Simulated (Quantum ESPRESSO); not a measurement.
# Wannier-interpolated electron–phonon scattering in TiC (Fm-3m), part 2 of 2

How strongly do phonons scatter the electrons of TiC (Fm-3m), and how dense must the meshes be?

Quantum ESPRESSO 7.5; DFT LDA, scalar-relativistic, plane waves, PseudoDojo 0.4.1 norm-conserving pseudopotentials.

So far. Step 13 (Resistivity: fine k 32×32×32, q 16×16×16, adaptive …): ρ(300 K) = 16.4 μΩ cm, against 19.0 before (-14 %); the relaxation-time start gave 15.6. The largest adaptive width printed is 0.28 eV, against a window of 0.32 eV outside which no state is counted.

## 14. Coupling and Tc: fine k 26×26×26, q 13×13×13, width 0.05 eV, window 0.3 eV

a2f-3.in reads:

```
--
&inputepw
   prefix = 'x'
   outdir = './tmp'
   dvscf_dir = './save'
   elph = .true.
   etf_mem = 1
   nbndsub = 10
   bands_skipped = 'exclude_bands = 1-4'
   use_ws = .true.
   vme = 'wannier'
   asr_typ = 'crystal'
   nk1 = 9
   nk2 = 9
   nk3 = 9
   nq1 = 3
   nq2 = 3
   nq3 = 3
   amass(1) = 47.867
   amass(2) = 12.011
   epwwrite = .false.
   epwread = .true.
   wannierize = .false.
   nkf1 = 26
   nkf2 = 26
   nkf3 = 26
   nqf1 = 13
   nqf2 = 13
   nqf3 = 13
   mp_mesh_k = .true.
   ephwrite = .true.
   eliashberg = .true.
   liso = .true.
   limag = .true.
   tc_linear = .true.
   tc_linear_solver = 'lapack'
   fsthick = 0.3
   degaussw = 0.05
   degaussq = 0.5
   nqstep = 500
   muc = 0.13
   wscut = 0.3
   nsiter = 500
   nstemp = 7
   temps = 0.5 1.0 2.0 4.0 8.0 16.0 32.0
/
```

Command:

```sh
OMP_NUM_THREADS=1 mpirun -n 8 epw.x -nk 8 -in a2f-3.in > a2f-3.out
```

Elapsed: 2.6 min, on 8 MPI ranks of Arm Neoverse V1, shared host.

This step gave:

* coupling constant λ: 0.2472
* log mean phonon energy ħω_log: 52.73 meV
* density of states at the Fermi level: 0.2082 states/eV a spin and cell
* Fermi level on the fine mesh: 15.27 eV

The a2F has structure finer than the step of the table below, so its rows give means over 5 meV, whole bins alone (the curve runs from 0.21 to 105 meV). Peaks (meV: height): 37.2: 0.207, 68.4: 1.15, 74.3: 0.335, 77.6: 0.327.

The a2F by phonon energy; means over each step:

phonon energy (meV), a2F and a bar:
```
        5       0.00 
       10       0.00 
       15       0.01 
       20       0.02 #
       25       0.01 #
       30       0.03 ##
       35       0.10 ######
       40       0.09 #####
       45       0.05 ###
       50       0.03 ##
       55       0.00 
       60       0.00 
       65       0.10 ######
       70       0.53 ##############################
       75       0.24 ##############
       80       0.17 ##########
       85       0.04 ##
       90       0.01 #
       95       0.00
```

Tc lies where the eigenvalue is 1; mu* = 0.13. Eigenvalue against temperature:

| T (K) | largest eigenvalue of the linearised gap equation |
| --- | --- |
| 0.5 | 0.5883 |
| 1 | 0.5086 |
| 2 | 0.4293 |
| 4 | 0.351 |
| 8 | 0.2727 |
| 16 | 0.1975 |
| 32 | 0.1219 |

λ = 0.247 and ħω_log = 52.7 meV, against 0.230 and 49.9 with fine k 16×16×16, q 8×8×8, width 0.15 eV (+8 % in λ). The eigenvalue stays under 1 down to 0.5 K.

## 15. Coupling and Tc: fine k 32×32×32, q 16×16×16, width 0.1 eV, window 0.41 eV

a2f-4.in, as its differences from a2f-3.in of step 14:

```diff
@@ -23,8 +23,8 @@
    wannierize = .false.
-   nkf1 = 26
-   nkf2 = 26
-   nkf3 = 26
-   nqf1 = 13
-   nqf2 = 13
-   nqf3 = 13
+   nkf1 = 32
+   nkf2 = 32
+   nkf3 = 32
+   nqf1 = 16
+   nqf2 = 16
+   nqf3 = 16
    mp_mesh_k = .true.
@@ -36,4 +36,4 @@
    tc_linear_solver = 'lapack'
-   fsthick = 0.3
-   degaussw = 0.05
+   fsthick = 0.41
+   degaussw = 0.1
    degaussq = 0.5
```

Command:

```sh
OMP_NUM_THREADS=1 mpirun -n 8 epw.x -nk 8 -in a2f-4.in > a2f-4.out
```

Elapsed: 6.6 min, on 8 MPI ranks.

The run ended with an error.

The program's message: “Error in routine estimate_tc_gap (1): initial guess for gap edge should be > 0.d0”

## 16. Resistivity: fine k 38×38×38, q 19×19×19, adaptive width, window 0.32 eV

bte-4.in reads:

```
--
&inputepw
   prefix = 'x'
   outdir = './tmp'
   dvscf_dir = './save'
   elph = .true.
   etf_mem = 1
   nbndsub = 10
   bands_skipped = 'exclude_bands = 1-4'
   use_ws = .true.
   vme = 'wannier'
   asr_typ = 'crystal'
   nk1 = 9
   nk2 = 9
   nk3 = 9
   nq1 = 3
   nq2 = 3
   nq3 = 3
   amass(1) = 47.867
   amass(2) = 12.011
   epwwrite = .false.
   epwread = .true.
   wannierize = .false.
   nkf1 = 38
   nkf2 = 38
   nkf3 = 38
   nqf1 = 19
   nqf2 = 19
   nqf3 = 19
   mp_mesh_k = .true.
   scattering = .true.
   iterative_bte = .true.
   epmatkqread = .false.
   assume_metal = .true.
   int_mob = .false.
   carrier = .false.
   ngaussw = -99
   mob_maxiter = 200
   broyden_beta = 0.7
   fsthick = 0.32
   degaussw = 0.0
   nstemp = 6
   temps = 150 200 273 300 400 500
   restart = .false.
   selecqread = .false.
/
```

Command:

```sh
OMP_NUM_THREADS=1 mpirun -n 8 epw.x -nk 8 -in bte-4.in > bte-4.out
```

Wall time 9.7 min (8 MPI ranks).

Numbers from this step:

| Property | Result |
| --- | --- |
| iterations | 16 |
| resistivity at 300 K | 18.51 μΩ cm |

Resistivity, by row:

| T (K) | rho_xx (μΩ cm) | rho_yy | rho_zz | relaxation-time approximation, mean of the axes (μΩ cm) |
| --- | --- | --- | --- | --- |
| 150 | 9.452 | 9.452 | 9.452 | 9.128 |
| 200 | 12.17 | 12.17 | 12.17 | 11.76 |
| 273 | 16.76 | 16.76 | 16.76 | 16.13 |
| 300 | 18.51 | 18.51 | 18.51 | 17.8 |
| 400 | 25.01 | 25.01 | 25.01 | 23.92 |
| 500 | 31.42 | 31.42 | 31.42 | 29.97 |

ρ(300 K) = 18.5 μΩ cm, against 16.4 before (+13 %); the relaxation-time start gave 17.8. The largest adaptive width printed is 0.23 eV, against a window of 0.32 eV outside which no state is counted.

## 17. Outcome

| Item | Value |
| --- | --- |
| Wannier functions, band error | 10 functions; 4 meV r.m.s. |
| coupling constant λ, fine k 26×26×26, q 13×13×13, width 0.05 eV, window 0.3 eV | 0.247 |
| ħω_log | 52.7 meV |
| Tc at μ* = 0.13, Allen–Dynes | under 1 mK |
| resistivity at 300 K, 20×20×20 | 17.3 μΩ cm |
| resistivity at 300 K, 26×26×26 | 19.0 μΩ cm |
| resistivity at 300 K, 32×32×32 | 16.4 μΩ cm |
| resistivity at 300 K, 38×38×38 | 18.5 μΩ cm |

**Reading.** Step 8: Distinct peaks of the a2F stand at 32.3, 37.4, 68.6, 72.9 and 77.9 meV; the one at 68.6 meV is strongest. Step 14: Twice the integral of α²F/ω over this curve gives λ = 0.25, half of it from below 68.4 meV. Step 14: The most distinct maxima of the a2F lie at 37.2, 68.4, 74.3 and 77.6 meV, the highest at 68.4 meV. On the finest meshes run, TiC (Fm-3m) has λ = 0.25 and a phonon-limited resistivity of 18.5 μΩ cm at 300 K. The last refinement of the mesh moved the resistivity by 13 %, so it is not converged, and no rank of the meshes against a measured value means much. On the finest mesh the adaptive width still reaches 0.23 eV against a window of 0.32 eV; the window, which cuts off final states, was not widened. N(E_F) runs from 0.18 to 0.21 states/eV a spin over these sums; λ is quoted for fine k 26×26×26, q 13×13×13, width 0.05 eV. The relaxed volume lies -3.8 % from the database entry, which shifts the phonons and with them λ and ρ. Over the sums on sound settings, λ spans 0.230 to 0.247. Between 150 and 500 K the resistivity rises by a factor of 3.32, against 3.33 for a straight line through the origin; phonon scattering should fall faster than that line on cooling, so the temperature dependence is not converged. The rows at 150, 200, 273 and 300 K moved by more than 10 % in the last refinement. The q mesh of ph.x (3×3×3), the k mesh and smearing of the ground state (9×9×9) and EPW's coarse k mesh (9×9×9) were not varied. Only scattering by harmonic phonons counts; impurities, grain boundaries and thermal expansion are left out, and μ* is typed.

[The logs of pw.x and epw.x are selected lines.]

[Logs are printed without paths, hosts, clocks, repeated set-up lines and the standing remarks that a program may print on its own settings, such as how far it seeks lower states.]

[Hosts, paths, dates, database ids (printed as entryN), source tags and the programs' standing remarks are cut or masked in the printed files.]
